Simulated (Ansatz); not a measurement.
**A defect in a wire: InAs wire along [110], 2 atoms a period, H-terminated, W in place of one edge or surface As**

What does the defect do to the conductance?

Calculated with Ansatz 0.2.0; DFT PBE, plane waves, PAW; relaxation of a wire's period, in the first sound run; inputs show where later runs differ.

Most raw output is cut from this account.

## Step 1: The starting structure

The cell holds 6 atoms: 4 H, 1 In and 1 As. Cell: a = 10.270 Å, b = 9.707 Å, c = 4.377 Å, α = 90.0°, β = 90.0°, γ = 90.0°. Vacuum lies along a and b. The structure's axis is c.

## Step 2: The relaxed wire

Band widths follow the bond lengths, so the wire is relaxed first. The atoms and the third cell vector are free; the box across stays fixed as vacuum. A Fermi-Dirac smearing is set since the result may be a metal. The pressure printed is a third of the stress's trace over the whole box, vacuum included; only the stress along the axis is relaxed.

Contents of input.yaml:

```yaml
crystal:
  lattice:
    - [10.27, 0.0, 0.0]
    - [0.0, 9.707, 0.0]
    - [0.0, 0.0, 4.3769909755]
  atoms:
    - { symbol: H, position: [0.331061344, 0.649709264, 0.0] }
    - { symbol: In, position: [0.431127895, 0.499985981, 0.0] }
    - { symbol: As, position: [0.581809492, 0.499985981, 0.5] }
    - { symbol: H, position: [0.668946095, 0.369608964, 0.5] }
    - { symbol: H, position: [0.668946095, 0.630362997, 0.5] }
    - { symbol: H, position: [0.331061344, 0.350262697, 0.0] }
kpoints:
  mp_grid: { grid: [1, 1, 19] }
scf:
  occupations: { method: fermi_dirac, width: 0.05 }
hamiltonian:
  xc: pbe
relax:
  cell: { fix: [a, b, alpha, beta, gamma] }
  max_steps: 60
```

Started as:

```sh
ansatz run input.yaml --threads 4 --pin off --max-ram 16384MiB --backend cpu --events-out ev --progress --plain --runs-dir out
```

Wall time 17 s (4 threads of Arm Neoverse V1, shared host); peak memory 0.68 GiB.

The steps of the relaxation:

| step | energy less that of the first step (eV) | largest force component (eV/Å) | pressure (GPa) | volume (Å³) |
| --- | --- | --- | --- | --- |
| 1 | 0.0000 | 0.9286 | -0.34 | 436.35 |
| 2 | -0.1714 | 0.8496 | -0.13 | 438.15 |
| 3 | -0.2123 | 0.1232 | 0.16 | 442.71 |
| 4 | -0.2162 | 0.0996 | 0.03 | 445.44 |
| 5 | -0.2179 | 0.0295 | 0.00 | 448.86 |
| 6 | -0.2182 | 0.0128 | 0.00 | 451.30 |
| 7 | -0.2182 | 0.0002 | 0.00 | 451.67 |
| 8* | -0.2207 | 0.0011 | 0.00 | 451.67 |

Relaxation steps marked * repeat the geometry before them on a plane-wave basis chosen anew for their cell, so energy and pressure can jump there.

The run keeps the 4 symmetry operations that it works with, so distortions that break them were not tested.

| cell as run | before | after | change |
| --- | --- | --- | --- |
| c (Å) | 4.377 | 4.531 | +3.5 % |

The atoms that moved most (Å, along periodic axes as changes of fractional coordinates times the final cell, across vacuum about the mean position):

| atom | dx | dy | dz | length |
| --- | --- | --- | --- | --- |
| H1 | 0.172 | 0.107 | 0.000 | 0.202 |
| H6 | 0.172 | -0.107 | 0.000 | 0.202 |
| As3 | -0.153 | 0.000 | 0.000 | 0.153 |
| H4 | -0.042 | 0.130 | 0.000 | 0.136 |
| H5 | -0.042 | -0.130 | 0.000 | 0.136 |
| In2 | -0.107 | 0.000 | 0.000 | 0.107 |

Final coordinates:

```xyz
6
Lattice="10.2700 0.0000 0.0000 0.0000 9.7070 0.0000 0.0000 0.0000 4.5307" Properties=species:S:1:pos:R:3
H     3.5716    6.4141    0.0000
In    4.3211    4.8534    0.0000
As    5.8222    4.8534    2.2654
H     6.8283    3.7175    2.2654
H     6.8283    5.9892    2.2654
H     3.5716    3.2926    0.0000
```

Numbers from this step:

```yaml
cell_length_along_the_wire: 4.531 Å
```

The cell's length comes to 4.531 Å with spin left out.

## Step 3: The perfect wire

This step: DFT PBE, plane waves, PAW; channels and complex bands of a perfect wire (Ansatz 0.2.0).

At the relaxed period the Bloch states of the perfect wire are found at each energy: those that move forward count the open channels, and those that decay describe how a disturbance dies away inside the wire itself. An energy step of 0.035 eV is under the 0.039 eV that the program asks for its thermal average at 300 K.

Contents of input.yaml:

```yaml
crystal:
  lattice:
    - [10.27, 0.0, 0.0]
    - [0.0, 9.707, 0.0]
    - [0.0, 0.0, 4.5307204852]
  atoms:
    - { symbol: H, position: [0.347768556, 0.660772766, 0.0] }
    - { symbol: In, position: [0.420752093, 0.499985981, 0.0] }
    - { symbol: As, position: [0.566915626, 0.499985981, 0.5] }
    - { symbol: H, position: [0.664873717, 0.382970602, 0.5] }
    - { symbol: H, position: [0.664873717, 0.617001359, 0.5] }
    - { symbol: H, position: [0.347768556, 0.339199195, 0.0] }
kpoints:
  mp_grid: { grid: [1, 1, 18] }
scf:
  occupations: { method: fermi_dirac, width: 0.05 }
hamiltonian:
  xc: pbe
output:
  transmission:
    e_range: [-1.26, 1.26]
    de: 0.035
    kmesh: [1, 1]
    reduced_basis: true
    leads: [[0, 0]]
basis:
  ecutwfc: "350 eV"
```

The job ended after 80 s (4 threads; peak memory 0.84 GiB; 4.5 min of CPU time).

This step gave:

```
channels at the energy nearest the Fermi level, one spin        : 0
slowest decay in the lead at the energy nearest the Fermi level : 0.2076 Å⁻¹
band gap                                                        : 3.320 eV
```

The open channels of the lead, one spin stays at 0 for energy from -1.26 to 1.26 eV.

The slowest values at each energy, most degenerate partners merged, listed up to 1.5 1/Å. The Im kz of the slowest decaying states by energy, zero at the Fermi level:

| energy (eV) | decay 1 (Å⁻¹) | decay 2 (Å⁻¹) | decay 3 (Å⁻¹) | decay 4 (Å⁻¹) |
| --- | --- | --- | --- | --- |
| -1.26 | 0.165 | 0.592 | 0.777 | 1.13 |
| -1.16 | 0.177 | 0.595 | 0.778 | 1.12 |
| -1.05 | 0.186 | 0.597 | 0.779 | 1.11 |
| -0.94 | 0.193 | 0.598 | 0.780 | 1.09 |
| -0.84 | 0.199 | 0.598 | 0.780 | 1.08 |
| -0.77 | 0.202 | 0.597 | 0.779 | 1.07 |
| -0.67 | 0.205 | 0.596 | 0.778 | 1.06 |
| -0.56 | 0.208 | 0.594 | 0.777 | 1.05 |
| -0.46 | 0.210 | 0.592 | 0.775 | 1.03 |
| -0.35 | 0.210 | 0.589 | 0.773 | 1.02 |
| -0.24 | 0.210 | 0.585 | 0.771 | 1.00 |
| -0.14 | 0.210 | 0.581 | 0.768 | 0.990 |
| -0.04 | 0.208 | 0.576 | 0.764 | 0.976 |
| 0.00 | 0.208 | 0.575 | 0.763 | 0.972 |
| 0.04 | 0.207 | 0.573 | 0.762 | 0.967 |
| 0.14 | 0.204 | 0.568 | 0.758 | 0.952 |
| 0.24 | 0.201 | 0.562 | 0.754 | 0.937 |
| 0.35 | 0.197 | 0.555 | 0.750 | 0.922 |
| 0.46 | 0.193 | 0.549 | 0.745 | 0.907 |
| 0.56 | 0.187 | 0.541 | 0.740 | 0.891 |
| 0.67 | 0.181 | 0.533 | 0.735 | 0.875 |
| 0.77 | 0.174 | 0.525 | 0.729 | 0.859 |
| 0.84 | 0.169 | 0.519 | 0.725 | 0.848 |
| 0.94 | 0.160 | 0.510 | 0.719 | 0.831 |
| 1.05 | 0.150 | 0.501 | 0.712 | 0.814 |
| 1.16 | 0.138 | 0.490 | 0.706 | 0.796 |
| 1.26 | 0.124 | 0.479 | 0.698 | 0.778 |

By hand: a barrier of this wire, of length L, would pass T ∝ exp(−2κL) at this energy; with κ = 0.208 Å⁻¹ one decade takes ln 10 / (2κ) = 5.55 Å.

At the computed energy nearest the Fermi level there are 0 channels a spin; the gap is 3.32 eV.

## Step 4: Relaxation of the scattering region

This step: DFT PBE, plane waves, PAW; relaxation of a junction in a wire, ends held (Ansatz 0.2.0).

System of this step: InAs wire along [110], 2 atoms a period, H-terminated, W in place of one edge or surface As. The cell holds 42 atoms: 28 H, 7 In, 6 As and 1 W. Cell: a = 10.270 Å, b = 9.707 Å, c = 31.715 Å, α = 90.0°, β = 90.0°, γ = 90.0°. Regions: held atoms, 24 atoms (16 H, 4 In and 4 As); free atoms, 18 atoms (12 H, 3 In, 2 As and 1 W). Vacuum lies along a and b. The structure's axis is c.

18 atoms at the defect are free to relax, while 24 stay where the perfect wire has them, so that the ends still repeat as a lead. The cutoff is set under the files' recommended one to save time.

Contents of input.yaml:

```yaml
crystal:
  lattice:
    - [10.27, 0.0, 0.0]
    - [0.0, 9.707, 0.0]
    - [0.0, 0.0, 31.7150433963]
  atoms:
    - { symbol: H, position: [0.347768556, 0.660772766, 0.0] }
    - { symbol: In, position: [0.420752093, 0.499985981, 0.0] }
    - { symbol: As, position: [0.566915626, 0.499985981, 0.071428571] }
    - { symbol: H, position: [0.664873717, 0.382970602, 0.071428571] }
    - { symbol: H, position: [0.664873717, 0.617001359, 0.071428571] }
    - { symbol: H, position: [0.347768556, 0.339199195, 0.0] }
    - { symbol: H, position: [0.347768556, 0.660772766, 0.142857143] }
    - { symbol: In, position: [0.420752093, 0.499985981, 0.142857143] }
[... 30 atom lines left out ...]
    - { symbol: As, position: [0.566915626, 0.499985981, 0.928571429] }
    - { symbol: H, position: [0.664873717, 0.382970602, 0.928571429] }
    - { symbol: H, position: [0.664873717, 0.617001359, 0.928571429] }
    - { symbol: H, position: [0.347768556, 0.339199195, 0.857142857] }
magnetization:
  spin_polarized: true
kpoints:
  mp_grid: { grid: [1, 1, 1] }
scf:
  occupations: { method: fermi_dirac, width: 0.1 }
hamiltonian:
  xc: pbe
relax:
  constraints:
    - { sites: [0, 1, 2, 3, 4, 5, 6, 7, 8, 9, 10, 11, 30, 31, 32, 33, 34, 35, 36, 37, 38, 39, 40, 41] }
  f_tol: 0.06
  max_steps: 35
basis:
  ecutwfc: "350 eV"
```

Run time: 3.4 min. Hardware: 4 threads; peak memory 2.7 GiB.

The steps of the relaxation:

| step | energy less that of the first step (eV) | largest force component (eV/Å) |
| --- | --- | --- |
| 1 | 0.0000 | 18.8741 |
| 2 | -3.8589 | 3.8194 |
| 3 | -4.4978 | 1.0313 |
| 4 | -4.5741 | 1.4976 |
| 5 | -4.6397 | 0.0400 |
| 6 | -4.6397 | 0.0413 |
| 7 | -4.6461 | 0.0644 |
| 8 | -4.6593 | 0.0855 |
| 9 | -4.6714 | 0.0707 |
| 10 | -4.6745 | 0.1422 |
| 11 | -4.6812 | 0.0301 |
| 12 | -4.6812 | 0.0299 |

The atoms that moved most (Å):

| atom | dx | dy | dz | length |
| --- | --- | --- | --- | --- |
| W21 | 0.810 | -0.455 | 0.028 | 0.930 |
| H23 | 0.666 | 0.378 | 0.024 | 0.766 |
| H22 | 0.695 | -0.272 | 0.018 | 0.746 |
| H24 | 0.087 | 0.009 | 0.470 | 0.478 |
| H19 | 0.070 | 0.027 | 0.460 | 0.466 |
| H30 | 0.085 | 0.002 | -0.430 | 0.438 |
| In20 | 0.073 | 0.022 | 0.422 | 0.429 |
| H25 | 0.068 | 0.022 | -0.413 | 0.419 |

This step gave:

- energy at zero smearing: -79136.7833 eV
- total moment: 2.947 μB
- absolute moment: 3.202 μB

Site moment by element, in μB:

| element | atoms | mean | spread (r.m.s.) | least | largest |
| --- | --- | --- | --- | --- | --- |
| H | 28 | -0.001 | 0.005 | -0.020 | 0.004 |
| In | 7 | 0.002 | 0.003 | 0.000 | 0.007 |
| As | 6 | 0.001 | 0.001 | 0.000 | 0.003 |
| W | 1 | 0.756 | 0.000 | 0.756 | 0.756 |

The atoms farthest from the mean of their element:

| atom | x, y, z (Å) | site moment (μB) |
| --- | --- | --- |
| H23 | 7.49, 6.37, 15.88 | -0.020 |
| H22 | 7.52, 3.45, 15.88 | -0.020 |
| In26 | 4.39, 4.87, 17.76 | 0.007 |
| In20 | 4.39, 4.88, 14.01 | 0.007 |
| H25 | 3.64, 6.44, 17.71 | 0.004 |
| H19 | 3.64, 6.44, 14.05 | 0.004 |
| H30 | 3.66, 3.29, 17.69 | 0.004 |
| H24 | 3.66, 3.30, 14.06 | 0.004 |

The largest force component on a free atom ends at 0.030 eV/Å, under the limit of 0.06. W ends nearest to H at 1.70 Å, H at 1.70 Å, In at 2.92 Å and In at 2.92 Å; its sphere holds +0.76 μB.

## Step 5: The open system

This step: DFT PBE, plane waves, PAW; transmission of a junction in a wire (Ansatz 0.2.0).

The cell is now read as a scatterer between two semi-infinite leads, named by two sites one period apart. The scattering states in its self-consistent potential are matched to the leads' states at each energy. One point across is taken, as for a wire in vacuum.

Contents of input.yaml:

```yaml
crystal:
  lattice:
    - [10.27, 0.0, 0.0]
    - [0.0, 9.707, 0.0]
    - [0.0, 0.0, 31.7150433963]
  atoms:
    - { symbol: H, position: [0.347768556, 0.660772766, 0.0] }
    - { symbol: In, position: [0.420752093, 0.499985981, 0.0] }
    - { symbol: As, position: [0.566915626, 0.499985981, 0.071428571] }
    - { symbol: H, position: [0.664873717, 0.382970602, 0.071428571] }
    - { symbol: H, position: [0.664873717, 0.617001359, 0.071428571] }
    - { symbol: H, position: [0.347768556, 0.339199195, 0.0] }
    - { symbol: H, position: [0.347768556, 0.660772766, 0.142857143] }
    - { symbol: In, position: [0.420752093, 0.499985981, 0.142857143] }
[... 30 atom lines left out ...]
    - { symbol: As, position: [0.566915626, 0.499985981, 0.928571429] }
    - { symbol: H, position: [0.664873717, 0.382970602, 0.928571429] }
    - { symbol: H, position: [0.664873717, 0.617001359, 0.928571429] }
    - { symbol: H, position: [0.347768556, 0.339199195, 0.857142857] }
magnetization:
  spin_polarized: true
kpoints:
  mp_grid: { grid: [1, 1, 3] }
scf:
  occupations: { method: fermi_dirac, width: 0.05 }
hamiltonian:
  xc: pbe
output:
  transmission:
    e_range: [-1.26, 1.26]
    de: 0.035
    kmesh: [1, 1]
    reduced_basis: true
    leads: [[37, 1]]
  dos: { projected: true, e_range: [-4, 3] }
  write_potential: true
  write_density: true
  volumetric_format: npy
  elf: true
basis:
  ecutwfc: "350 eV"
```

Run time: 7.9 min. Hardware: 4 threads; peak memory 5.8 GiB; 25 min of CPU time.

Numbers from this step:

- energy at zero smearing: -79136.7916 eV
- total moment: 2.999 μB
- absolute moment: 3.255 μB
- transmission at the energy nearest the Fermi level, spin up: 0
- transmission at the energy nearest the Fermi level, spin down: 0
- channels at the energy nearest the Fermi level, spin up: 0
- channels at the energy nearest the Fermi level, spin down: 0
- step of the lead's Hamiltonian: 18.5 meV
- slowest decay in the lead at the energy nearest the Fermi level: 0.208 Å⁻¹

Table of transmission by energy, zero at the Fermi level:

| energy (eV) | spin up | spin down |
| --- | --- | --- |
| -1.26 | 0.321 | 0.125 |
| -1.23 | 0.652 | 0.0757 |
| -1.19 | 0.0482 | 0.0455 |
| -1.12 | 0.00242 | 0.00710 |
| -1.05 | 0 | 0 |
| -0.98 | 0 | 0 |
| -0.91 | 0 | 0 |
| -0.84 | 0 | 0 |
| -0.77 | 0 | 0 |
| -0.70 | 0 | 0 |
| -0.63 | 0 | 0 |
| -0.59 | 0 | 0 |
| -0.53 | 0 | 0 |
| -0.46 | 0 | 0 |
| -0.39 | 0 | 0 |
| -0.32 | 0 | 0 |
| -0.24 | 0 | 0 |
| -0.17 | 0 | 0 |
| -0.10 | 0 | 0 |
| -0.04 | 0 | 0 |
| 0.00 | 0 | 0 |
| 0.04 | 0 | 0 |
| 0.10 | 0 | 0 |
| 0.17 | 0 | 0 |
| 0.24 | 0 | 0 |
| 0.32 | 0 | 0 |
| 0.39 | 0 | 0 |
| 0.46 | 0 | 0 |
| 0.53 | 0 | 0 |
| 0.59 | 0 | 0 |
| 0.63 | 0 | 0 |
| 0.70 | 0 | 0 |
| 0.77 | 0 | 0 |
| 0.84 | 0 | 0 |
| 0.91 | 0 | 0 |
| 0.98 | 0 | 0 |
| 1.05 | 0 | 0 |
| 1.12 | 0 | 0 |
| 1.19 | 0 | 0 |
| 1.26 | 0 | 0 |

Table of open channels of the lead by energy, zero at the Fermi level:

| energy (eV) | spin up | spin down |
| --- | --- | --- |
| -1.26 | 1 | 1 |
| -1.19 | 1 | 1 |
| -1.12 | 1 | 1 |
| -1.05 | 0 | 0 |
| -0.98 | 0 | 0 |
| -0.91 | 0 | 0 |
| -0.84 | 0 | 0 |
| -0.77 | 0 | 0 |
| -0.70 | 0 | 0 |
| -0.63 | 0 | 0 |
| -0.59 | 0 | 0 |
| -0.53 | 0 | 0 |
| -0.46 | 0 | 0 |
| -0.39 | 0 | 0 |
| -0.32 | 0 | 0 |
| -0.24 | 0 | 0 |
| -0.17 | 0 | 0 |
| -0.10 | 0 | 0 |
| -0.04 | 0 | 0 |
| 0.00 | 0 | 0 |
| 0.04 | 0 | 0 |
| 0.10 | 0 | 0 |
| 0.17 | 0 | 0 |
| 0.24 | 0 | 0 |
| 0.32 | 0 | 0 |
| 0.39 | 0 | 0 |
| 0.46 | 0 | 0 |
| 0.53 | 0 | 0 |
| 0.59 | 0 | 0 |
| 0.63 | 0 | 0 |
| 0.70 | 0 | 0 |
| 0.77 | 0 | 0 |
| 0.84 | 0 | 0 |
| 0.91 | 0 | 0 |
| 0.98 | 0 | 0 |
| 1.05 | 0 | 0 |
| 1.12 | 0 | 0 |
| 1.19 | 0 | 0 |
| 1.26 | 0 | 0 |

(Continued in part 2 of 2.)

[Logs are printed without paths, hosts, clocks, repeated set-up lines and the standing remarks that a program may print on its own settings, such as how far it seeks lower states.]

[Hosts, paths, dates, database ids (printed as entryN), source tags and the programs' standing remarks are cut or masked in the printed files.]
